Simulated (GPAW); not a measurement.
# Surface energy and work function of Rh(110) from slabs of 4 to 14 layers (LDA)

How do energy and work function of Rh(110) films settle with thickness, and what surface energy follows?

**Method.** GPAW 26.7.0, plane waves at 450 eV with PAW setups; symmetric 1×1 slabs cut at the tabulated lattice constant (two decimals; low-temperature values for the alkali metals), atoms at bulk places, 7.5 Å of vacuum on each side, one in-plane mesh for all thicknesses, Fermi-Dirac smearing of 0.1 eV. Energies are extrapolated to zero smearing and count from the program's reference atoms. Functional LDA. The cell's area is 10.211 Å².

What came out, but for one run:

| layers | energy (eV) | work function (eV) |
| --- | --- | --- |
| 4 | −30.7619 | 5.03 |
| 5 | −39.5944 | 4.93 |
| 6 | −48.3634 | 4.98 |
| 7 | −57.0976 | 5.03 |
| 8 | −65.8677 | 4.96 |
| 9 | −74.5954 | 4.99 |
| 10 | −83.3290 | 5.02 |
| 11 | −92.0737 | 4.97 |
| 12 | −100.8056 | 4.99 |
| 14 | ? | ? |

Q: What surface energy do these runs give, and what energy and work function should the 14-layer slab have?

Worked answer. A slab of n layers has E(n) = nε + 2Aγ once its middle is bulk-like. A line through n = 6 to 12 has the slope ε = −8.7407 eV a layer and the intercept 2Aγ = 4.0761 eV (r.m.s. residual 8.9 meV). So γ = 4.0761 / (2 × 10.211 Å²) = 0.1996 eV/Å² = 3.20 J/m², with a standard error of about 0.01 J/m² from the scatter about the line. For 14 layers: 4.0761 + 14 × (−8.7407) = −118.294 eV; the run gives −118.298 eV, 4.0 meV under the line. The work function has no such law: from 6 to 12 layers it moves between 4.96 and 5.03 eV (mean 4.99), and the 14-layer slab gives 4.98 eV. The thinnest slab, 4 layers, lies +0.04 eV from that mean. The values go up and down with thickness, as expected where levels confined across the film cross the Fermi level one by one. The measured value for this face is 4.86 eV (“Anisotropic work function of elemental crystals” (2019, arxiv:1902.07811)); the unrelaxed 14-layer slab lies 0.12 eV over it.

Caveats: The surfaces are unrelaxed, so γ is an upper bound for this functional and lattice constant. The tabulated lattice constant isn't the functional's own, which strains the slab a little. The runs had no spin polarisation.
